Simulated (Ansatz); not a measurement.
## Debugging a many-body input for CeO2 (Fm-3m)

A first try at the G0W0 gap of CeO2 (Fm-3m), what the program said, and an input that works.

Calculated with Ansatz 0.2.0; G0W0 on PBE, plane waves, PAW; PAW set soft_1.

In doubt: the elements are of a kind flagged for part-filled d or f shells, though by formal charges that shell is empty here, so the flag may not apply.

### Step 1. Starting point

Symmetry: Fm-3m, No. 225, cubic system. The conventional cell has a = 5.407 Å, b = 5.407 Å, c = 5.407 Å, α = 90.00°, β = 90.00°, γ = 90.00°. Nearest to Ce lie 8 O at 2.34 Å. O has 4 Ce at 2.34 Å nearest. Farther neighbours and most contacts between anions are not listed.

The cell and positions come from the Crystallography Open Database and are kept as given unless a step says otherwise. Spin-orbit coupling is left out unless a step names it.

### Step 2. First try

input.yaml

```yaml
crystal:
  lattice:
    - [0.0, 2.70365, 2.70365]
    - [2.70365, 0.0, 2.70365]
    - [2.70365, 2.70365, 0.0]
  atoms:
    - { symbol: Ce, position: [0.0, 0.0, 0.0] }
    - { symbol: O, position: [0.25, 0.25, 0.25] }
    - { symbol: O, position: [0.75, 0.75, 0.75] }
kpoints:
  mp_grid: { grid: [1, 1, 1] }
hamiltonian:
  xc: pbe
  pseudopotentials: { kind: paw, azcp: { folder: soft_1 } }
scf:
  occupations: { method: fixed }
gw:
  n_empty_bands: 41
  ecut_chi: 60
  qp_bands: [v2, c2]
  qp_kpoints: band_edges
  screening: { model: contour_deformation }
```

Run with:

```sh
$ ansatz run input.yaml --threads 2 --pin off --max-ram 73728MiB --backend cuda --events-out ev --progress --plain --runs-dir out --devices 1 --max-vram 13GiB
```

Numbers of over 12 decimals in the logs are rounded to 6 here.

Log:

```text
GPUs: using 1 of 1 available (devices: 1).
Engine: ansatz 0.2.0, x86_64-unknown-linux-gnu
Pseudopotentials: kind: paw
Pseudopotential: Ce, paw, valence charge 12, recommended cutoff 420 eV (normal), soft_1/Ce.paw.azcp
Pseudopotential: O, paw, valence charge 6, recommended cutoff 420 eV (normal), soft_1/O.paw.azcp
Functional definition: PBE
  parameter kappa = 0.804
  parameter beta = 0.066725
  exchange = pbe_x(kappa = kappa, mu = beta*pi^2/3)
  correlation = pbe_c(beta = beta)
device memory: the entry about to start is reckoned to put 0.4 GiB on a device that reports 33.3 GiB free (of which the cap on the GPU budget leaves the run 13.0 GiB)
GPU FFT provider: cuFFT
GPU libraries: cuBLAS 13.8.2, cuFFT 12.4.0, cuSOLVER 12.3.4
Crystal: 3 atoms, lattice volume = 39.526 Å³
Basis set: ecut = 420 eV, 749 PW (Γ)
Bands: 16, of which v1, the nominal top of the filled ones, is band 12 counted from 1 (11 counted from 0)
Symmetry: 48 space group operations
Space group: Fm-3m (ITA 225), of the structure as read, at distance tolerance 3.4e-5 Å
k-points: 1
Non-local potential: Ce, projectors of the file, l = 0: 3, l = 1: 2, l = 2: 2, l = 3: 3
Non-local potential: O, projectors of the file, l = 0: 2, l = 1: 2, l = 2: 1
PAW form: soft (Blöchl's): semilocal exchange-correlation on the pseudo side does not see the compensation charge
PAW one-centre angular grid: Ce, 590 points (default); XC on 64 Gauss nodes
PAW one-centre angular grid: O, 110 points (default); XC on 64 Gauss nodes
Initial density: superposition of atomic densities (chi_scale 0.1, normalization cell, long waves kept (reshape's long-wave potential 0.00 eV rms))
Initial wavefunctions: pseudopotential atomic-orbital guess
GPU buffer pool allocated for 19683 grid points (all kernels)
GPU transforms: local potential and band sums: pruned to the plane-wave sphere, on 25×25×25
Functional: x = pbe(κ = 0.804, μ = 0.219515), c = pbe(β = 0.066725)
SCF iter   1: F=—  HF=-7721.474317 eV  |F-HF|=—  |Δ(HF+E_count)|=         —  Δρ=8.21e-2  dr2=2.62e0  ethr=3.10e-3  ⟨swp⟩=3.0  Hψ=67  notcnv=0  defer=1
preconditioner: auto → none  [insulator: Δε(μ)=2.975 eV  Ē_g=10.658 eV  n_scr=14 (ndim 8)  ℏωp=27.7 eV  f_vac=0.000  ε∞_Penn≈7.8]
SCF iter   2: F=—  HF=-7722.622265 eV  |F-HF|=—  |Δ(HF+E_count)|=    1.15e0  Δρ=1.29e-1  dr2=7.28e0  ethr=3.10e-3  ⟨swp⟩=2.0  Hψ=39  notcnv=0  defer=1  recentre
SCF iter   3: F=—  HF=-7721.221349 eV  |F-HF|=—  |Δ(HF+E_count)|=    1.40e0  Δρ=3.98e-2  dr2=4.84e-1  ethr=3.10e-3  ⟨swp⟩=4.0  Hψ=37  notcnv=0  defer=1
SCF iter   4: F=—  HF=-7721.330201 eV  |F-HF|=—  |Δ(HF+E_count)|=   1.09e-1  Δρ=4.19e-2  dr2=8.62e-1  ethr=2.02e-3  ⟨swp⟩=4.0  Hψ=38  notcnv=0  defer=1
SCF iter   5: F=—  HF=-7721.260482 eV  |F-HF|=—  |Δ(HF+E_count)|=   6.97e-2  Δρ=1.69e-2  dr2=1.31e-1  ethr=2.02e-3  ⟨swp⟩=2.0  Hψ=22  notcnv=0  defer=1
SCF iter   6: F=—  HF=-7721.244568 eV  |F-HF|=—  |Δ(HF+E_count)|=   1.59e-2  Δρ=1.74e-3  dr2=1.02e-3  ethr=5.45e-4  ⟨swp⟩=2.0  Hψ=28  notcnv=0
SCF iter   7: F=—  HF=-7721.244708 eV  |F-HF|=—  |Δ(HF+E_count)|=   1.40e-4  Δρ=2.18e-3  dr2=2.23e-3  ethr=4.26e-6  ⟨swp⟩=2.0  Hψ=31  notcnv=0  defer=1
SCF iter   8: F=—  HF=-7721.244444 eV  |F-HF|=—  |Δ(HF+E_count)|=   2.64e-4  Δρ=2.06e-4  dr2=2.01e-5  ethr=4.26e-6  ⟨swp⟩=3.0  Hψ=28  notcnv=0  defer=1
SCF iter   9: F=—  HF=-7721.244441 eV  |F-HF|=—  |Δ(HF+E_count)|=   2.34e-6  Δρ=5.66e-5  dr2=1.46e-6  ethr=8.37e-8  ⟨swp⟩=2.0  Hψ=19  notcnv=0  defer=1
SCF iter  10: F=-7721.244441 eV  HF=-7721.244441 eV  |F-HF|=2.85e-8  |Δ(HF+E_count)|=   2.00e-7  Δρ=8.21e-6  dr2=2.98e-8  ethr=4.17e-10  ⟨swp⟩=4.0  Hψ=67  notcnv=0
SCF 1 converged in 10 iterations: F = -7721.244441 eV  dr2 = 2.98e-8
[...]
device memory: the entry about to start is reckoned to put 0.4 GiB on a device that reports 33.2 GiB free (of which the cap on the GPU budget leaves the run 13.0 GiB)
NSCF: frozen V_eff on 1 k-points
[...]
device memory: the entry about to start is reckoned to put 0.4 GiB on a device that reports 33.1 GiB free (of which the cap on the GPU budget leaves the run 13.0 GiB)
NSCF: frozen V_eff on 1 k-points
G₀W₀ screening: q 1/1
G₀W₀ self-energy: k 1/1
device memory: the entry about to start is reckoned to put 0.3 GiB on a device that reports 32.9 GiB free (of which the cap on the GPU budget leaves the run 13.0 GiB)
NSCF: frozen V_eff on 1 k-points
device memory: the entry about to start is reckoned to put 0.3 GiB on a device that reports 32.9 GiB free (of which the cap on the GPU budget leaves the run 13.0 GiB)
NSCF: frozen V_eff on 1 k-points
device memory: the entry about to start is reckoned to put 0.3 GiB on a device that reports 32.9 GiB free (of which the cap on the GPU budget leaves the run 13.0 GiB)
NSCF: frozen V_eff on 1 k-points
device memory: the entry about to start is reckoned to put 0.3 GiB on a device that reports 32.9 GiB free (of which the cap on the GPU budget leaves the run 13.0 GiB)
NSCF: frozen V_eff on 1 k-points
device memory: the entry about to start is reckoned to put 0.3 GiB on a device that reports 32.9 GiB free (of which the cap on the GPU budget leaves the run 13.0 GiB)
NSCF: frozen V_eff on 1 k-points
SCF converged after 10 iterations
Free energy (F): -7721.244441 eV
Harris-Foulkes:  -7721.244441 eV  (|F-HF|=2.85e-8)
Internal energy: -7721.244441 eV  (E = F + TS)
E sigma→0 (E₀):  -7721.244441 eV
Fermi energy:    10.040336 eV
--- Per-component energies (eV) ---
  E_band       = 16.741239
  E_kinetic    = 569.835174
  E_local      = -915.901030  (includes V_loc(G=0)·N_el)
  E_nonlocal   = 204.189879
  E_hartree    = 342.295031
  E_xc         = -291.942733
  E_vxc        = -357.624297  (∫ρ·V_xc dr)
  E_paw        = -5899.106420  (= ΣΔE_a)
  E_vpaw       = -168.349427  (= ΣTr[D̂ρ^β])
  E_aug_tail   = 0.001503  (compensation charges beyond the density's cutoff)
  E_ewald      = -1730.615845
  E_smearing   = -0.000000  (= −TS)
  E_closure    = 0.000000  (closes the sum)
  Σ components = -7721.244441   (vs F -7721.244441, Δ=0.00e0)
--- Band table (eV) ---
  k-point 0: bands = [... 8 lower, 6.7754, 10.0403, 10.0403, 10.0403, 13.4988, 13.4988, 13.4988, 13.6668]
--- G₀W₀: contour deformation, 5 samples at zero and on the imaginary axis and 0 off it, 1 q-point, 41 empty bands' worth ---
  eigenvalues of the whole cell's RPA ε∞ on this k-mesh (on a slab, of 1 + 4πα/V) = 4.5326, 4.5326, 4.5326; static W/v taken at q = 0 is 0.220625
  bands read: the sum over 53 bands ends inside a degenerate multiplet in 1 slot, whose members it reads at an even weight; the widest, k=0: bands 52 to 54 (counted from 1) at 2/3 each
  gw.qp_kpoints: band_edges: 1 of 1 stored k-point solved, in 1 pass; an edge of the gap read off the rows below is read off those points alone
  `?` marks the rows in doubt; gw_qp.tsv's column doubts and the gw_qp event give each row's grounds
    ik  band        ε_KS         Σx   Σc(E_QP)       V_xc       Z   E_QP_lin       E_QP  E_QP is
     0    11     10.0403   -27.6160     5.1671   -22.1936  0.7387     9.7843     9.7851  root
     0    12     10.0403   -27.6160     5.1671   -22.1936  0.7387     9.7843     9.7851  root
     0    13     13.4988   -23.1078   -12.0611   -38.4947  0.6445    17.4345    16.8246  root ?
     0    14     13.4988   -23.1078   -12.0611   -38.4947  0.6445    17.4345    16.8246  root ?
```

It took 5 s on 1 × NVIDIA H100 80GB HBM3 (shared by 6 runs) with 2 threads of AMD EPYC 7R13 (Zen 3), shared host; peak memory 0.98 GiB; 3.1 s of CPU time.

Q: What is the fault?

The run ended normally, though the input holds a fault or crude settings.

The fault: one k-point. One point can't sample the density or the screening of a small cell, and the band edges may lie elsewhere in the zone.

It printed a gap of 7.04 eV, which is an artefact of the settings.

### Step 3. A better input

Now the one-shot GW correction: screening in the RPA, then the self-energy of the levels asked for. This step takes PAW set soft_1 files.

Changes to input.yaml since step 2:

```diff
@@ -10,3 +10,3 @@
 kpoints:
-  mp_grid: { grid: [1, 1, 1] }
+  mp_grid: { grid: [6, 6, 6] }
 hamiltonian:
@@ -17,4 +17,4 @@
 gw:
-  n_empty_bands: 41
-  ecut_chi: 60
+  n_empty_bands: 164
+  ecut_chi: 150.0
   qp_bands: [v2, c2]
```

Log:

```text
GPUs: using 1 of 1 available (devices: 1).
[...]
GPU FFT provider: cuFFT
GPU libraries: cuBLAS 13.8.2, cuFFT 12.4.0, cuSOLVER 12.3.4
Crystal: 3 atoms, lattice volume = 39.526 Å³
Basis set: ecut = 420 eV, 749 PW (Γ)
Bands: 16, of which v1, the nominal top of the filled ones, is band 12 counted from 1 (11 counted from 0)
Symmetry: 48 space group operations
[...]
k-points: 16 of 216
[...]
GPU buffer pool allocated for 19683 grid points (all kernels)
[...]
SCF iter   1: F=—  HF=-7716.061747 eV  |F-HF|=—  |Δ(HF+E_count)|=         —  Δρ=4.82e-2  dr2=6.40e-1  ethr=3.10e-3  ⟨swp⟩=4.0  Hψ=1022  notcnv=0  defer=17
[...]
SCF iter   8: F=-7716.016495 eV  HF=-7716.016495 eV  |F-HF|=2.28e-8  |Δ(HF+E_count)|=   1.15e-7  Δρ=7.72e-6  dr2=3.03e-8  ethr=4.17e-10  ⟨swp⟩=5.8  Hψ=998  notcnv=0
SCF 1 converged in 8 iterations: F = -7716.016495 eV  dr2 = 3.03e-8
[...]
3    11     10.0479   -25.9106     3.5909   -22.4116  0.6764    10.1395    10.1397  root
     3    12     10.0479   -25.9106     3.5909   -22.4116  0.6764    10.1395    10.1397  root
     3    13     12.8147   -23.1984   -11.6161   -36.6457  0.5784    14.9246    14.6458  root ?
     3    14     13.0016   -23.6853   -12.5971   -38.0850  0.5578    15.1266    14.8042  root ?
[...]
14    11      9.9870   -26.2997     3.7934   -22.6067  0.6748    10.0871    10.0874  root
    14    12     10.5871   -25.8841     4.2384   -21.5474  0.6906    10.4886    10.4888  root
    14    13     12.8772   -23.2100   -11.8116   -36.8264  0.5727    14.9662    14.6819  root ?
    14    14     13.0002   -23.7346   -12.4909   -38.0245  0.5588    15.1185    14.7992  root ?
    15    11     10.0783   -26.0712     4.0769   -22.0263  0.6745    10.1103    10.1104  root
    15    12     10.1820   -26.0898     4.0708   -22.0479  0.6763    10.2108    10.2108  root
    15    13     12.9046   -23.3733   -11.9466   -37.1234  0.5694    15.0001    14.7080  root ?
    15    14     12.9851   -23.8133   -12.4033   -38.0180  0.5598    15.1041    14.7865  root ?
[key lines of the parts left out:]
SCF converged after 8 iterations
Free energy (F): -7716.016495 eV
Fermi energy:    10.732522 eV
```

Wall time 17 s (1 × NVIDIA H100 80GB HBM3 (shared by 6 runs) with 2 threads); peak memory 1.2 GiB; 21 s of CPU time.

Numbers from this step:

| Item | Value |
| --- | --- |
| bands summed | 176 |
| RPA ε∞ on this mesh (eigenvalues) | 7.605, 7.605, 7.605 |
| plane waves in the screening matrix | 169 |
| q-points in the mesh | 216 |
| G0W0 gap on the mesh | 3.858 eV |
| k of the valence top | 0, 0.1667, -0.1667 |
| k of the conduction bottom | 0, 0, -0.5 |
| starting gap on the mesh | 2.082 eV |
| Z at the valence top | 0.6819 |
| Z at the conduction bottom | 0.5784 |
| least direct G0W0 gap on the computed points | 3.948 eV |

The gap on the mesh goes from 2.08 eV to 3.86 eV, a correction of +1.78 eV, though a band edge has moved to another state. The program marks an edge row as in doubt.

### Step 4. Summary of results

| Quantity | Value |
| --- | --- |
| first try | converged after 5 s |
| better run | G0W0 gap on the mesh 3.86 eV (6×6×6 mesh, 164 empty bands, screening to 150 eV, PAW set soft_1 files) |

In words: The second run differs in: mesh, empty bands and screening cutoff (eV). Bands and cutoff are finite, so the gap is not at the basis limit. The miss can reach some tenths of an eV and take either sign; the mesh is an error of its own. Empty 4f levels lie among the conduction bands. Their place in the start is unsure; it enters the screening, and the edge itself where they lie low. The runs have no spin polarisation. For a closed low-spin shell that is the natural state; where a d or f shell is open it is a constraint, and the gap is then not the crystal's own. The compound holds f electrons or empty f levels, where one-shot G0W0 is unsure. The many-body steps are scalar-relativistic: spin-orbit coupling is not in them. The program marks a band-edge row as in doubt, so the gap is less sure than its digits.

[Paths, hosts, dates, memory and timing lines, banners, echoed tables and standing remarks are left out of the program output.]

[Logs are printed without paths, hosts, clocks, repeated set-up lines and the standing remarks that a program may print on its own settings, such as how far it seeks lower states.]

[Runs of the session that timed out or met a known fault of the program may be left out.]

[Cells called generated may have been cut or substituted from an entry of the Crystallography Open Database or the Materials Project.]

[Hosts, paths, dates, database ids (printed as entryN), source tags and the programs' standing remarks are cut or masked in the printed files.]
